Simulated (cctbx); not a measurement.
**SnPW across an absorption edge**

Space group P-62m (no. 189), a = 6.9500 Å, b = 6.9500 Å, c = 4.1100 Å, α = 90.00°, β = 90.00°, γ = 120.00°.

| atom | mult. | x | y | z | Ueq (Å²) |
| --- | --- | --- | --- | --- | --- |
| W1 | 3 | 0 | 0.2459 | 1/2 | 0.0124 |
| Sn1 | 3 | 0 | 0.5777 | 0 | 0.0136 |
| P1 | 1 | 0 | 0 | 0 | 0.0197 |
| P2 | 2 | 1/3 | 2/3 | 1/2 | 0.0188 |

This is a model crystal, built by substitution and not relaxed, with assumed displacement parameters.

Calculated with cctbx: free-atom f′ and f″ from the Sasaki tables, no fine structure; amplitudes in electrons.

How do |F(hkl)| and |F(−h−k−l)| change across the W L3 edge?

```text
E (eV)    f'(W)   f''           |F|1 1 2        |F|1 2 1        |F|0 1 2        |F|0 1 1
   9607   -8.78   4.19       62.1/  66.9     71.7/  71.7     22.6/  22.6     68.9/  68.9
   9957  -10.59   3.96       59.7/  63.6     68.1/  67.9     20.8/  20.8     67.0/  67.0
  10087  -12.13   3.87       57.6/  61.0     65.1/  64.7     19.3/  19.3     65.5/  65.5
  10147  -13.49   3.84       55.8/  58.8     62.4/  61.9     18.0/  18.0     64.1/  64.1
  10177  -14.92   3.82       54.0/  56.5     59.7/  59.0     16.6/  16.6     62.6/  62.6
  10192  -16.35   3.81       52.3/  54.3     56.9/  56.1     15.2/  15.2     61.1/  61.1
  10199  -17.62   3.80       50.9/  52.4     54.5/  53.6     13.9/  13.9     59.8/  59.8
  10203  -18.99   3.80       49.5/  50.4     52.0/  50.8     12.6/  12.6     58.4/  58.4
  10211  -19.47  10.49       61.0/  41.3     60.1/  46.0     14.3/  14.3     59.0/  59.0
  10215  -17.85  10.48       62.4/  44.1     62.7/  49.5     15.7/  15.7     60.7/  60.7
  10222  -16.44  10.46       63.6/  46.6     64.9/  52.6     16.9/  16.9     62.1/  62.1
  10237  -14.91  10.43       65.1/  49.3     67.5/  55.9     18.3/  18.3     63.6/  63.6
  10267  -13.39  10.36       66.6/  52.1     70.0/  59.1     19.6/  19.6     65.1/  65.1
  10357  -11.47  10.15       68.5/  55.7     73.2/  63.3     21.3/  21.3     67.0/  67.0
  10607   -9.43   9.63       70.5/  59.6     76.5/  67.8     23.1/  23.1     69.0/  69.0
```

The edge is at 10207 eV. f′ of W falls from -12.1 e at 10087 eV to -19.0 e at 4 eV below it, and f″ steps from 3.80 to 10.48 e across it. Over that approach |F| changes by -14 % (1 1 2), -20 % (1 2 1), -35 % (0 1 2) and -11 % (0 1 1): a reflection falls where W scatters in phase with the total and rises where it scatters against it; it hardly moves where the W term is small or cancels by symmetry or lies in quadrature to the total. The f″ term interferes with the normal scattering with opposite sign for the two Friedel mates. The largest Friedel difference in the scan is 38.5 % of the mean (1 1 2, at 10211 eV).

[Logs are printed without paths, hosts, clocks, repeated set-up lines and the standing remarks that a program may print on its own settings, such as how far it seeks lower states.]
